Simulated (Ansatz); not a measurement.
Planning a run of Ansatz 0.2.0 on SiO2 (Fddd). The input:

```yaml
crystal:
  lattice:
    - [0.0, 4.71625711, 7.3627753715]
    - [2.3595806657, 0.0, 7.3627753715]
    - [2.3595806657, 4.71625711, 0.0]
  atoms:
    - { symbol: Si, position: [0.56323108, 0.56323108, 0.93676892] }
    - { symbol: Si, position: [0.31323108, 0.31323108, 0.68676892] }
    - { symbol: Si, position: [0.68676892, 0.68676892, 0.31323108] }
    - { symbol: Si, position: [0.93676892, 0.93676892, 0.56323108] }
    - { symbol: O, position: [0.625, 0.125, 0.625] }
    - { symbol: O, position: [0.625, 0.625, 0.125] }
    - { symbol: O, position: [0.625, 0.625, 0.625] }
    - { symbol: O, position: [0.125, 0.625, 0.625] }
    - { symbol: O, position: [0.1865604, 0.8134396, 0.1865604] }
    - { symbol: O, position: [0.8134396, 0.1865604, 0.8134396] }
    - { symbol: O, position: [0.4365604, 0.0634396, 0.4365604] }
    - { symbol: O, position: [0.0634396, 0.4365604, 0.0634396] }
kpoints:
  mp_grid: { grid: [4, 4, 4] }
hamiltonian:
  xc: lda
  pseudopotentials: { kind: paw, azcp: { folder: soft_1 }, xc_functional: pbe }
scf:
  occupations: { method: fixed }
gw:
  n_empty_bands: 683
  ecut_chi: 150.0
  qp_bands: [v4, c4]
  qp_kpoints: band_edges
  screening: { model: contour_deformation }
```

```sh
ansatz run input.yaml --threads 2 --pin off --max-ram 92160MiB --backend cuda --events-out ev --progress --plain --runs-dir out --devices 1 --max-vram 13GiB
```

Question: Estimate wall time and host memory on 1 × NVIDIA H100 80GB HBM3 (shared by 6 runs) with 2 threads of AMD EPYC 7R13 (Zen 3), shared host.

It took 2 min; on shared hardware allow 60 s to 4 min. Peak host memory was 3.2 GiB. The sizes that set the cost: 3169 plane waves a state, 18 irreducible k points, 715 bands summed, 699 plane waves in the screening and 8 SCF cycles.

The screening grows as filled bands × empty bands × pairs of k points, times the square of the screening basis for the matrix.

[Paths, hosts, dates, memory and timing lines, banners, echoed tables and standing remarks are left out of the program output.]

[Logs are printed without paths, hosts, clocks, repeated set-up lines and the standing remarks that a program may print on its own settings, such as how far it seeks lower states.]

[Runs of the session that timed out or met a known fault of the program may be left out.]

[Cells called generated may have been cut or substituted from an entry of the Crystallography Open Database or the Materials Project.]

[Hosts, paths, dates, database ids (printed as entryN), source tags and the programs' standing remarks are cut or masked in the printed files.]
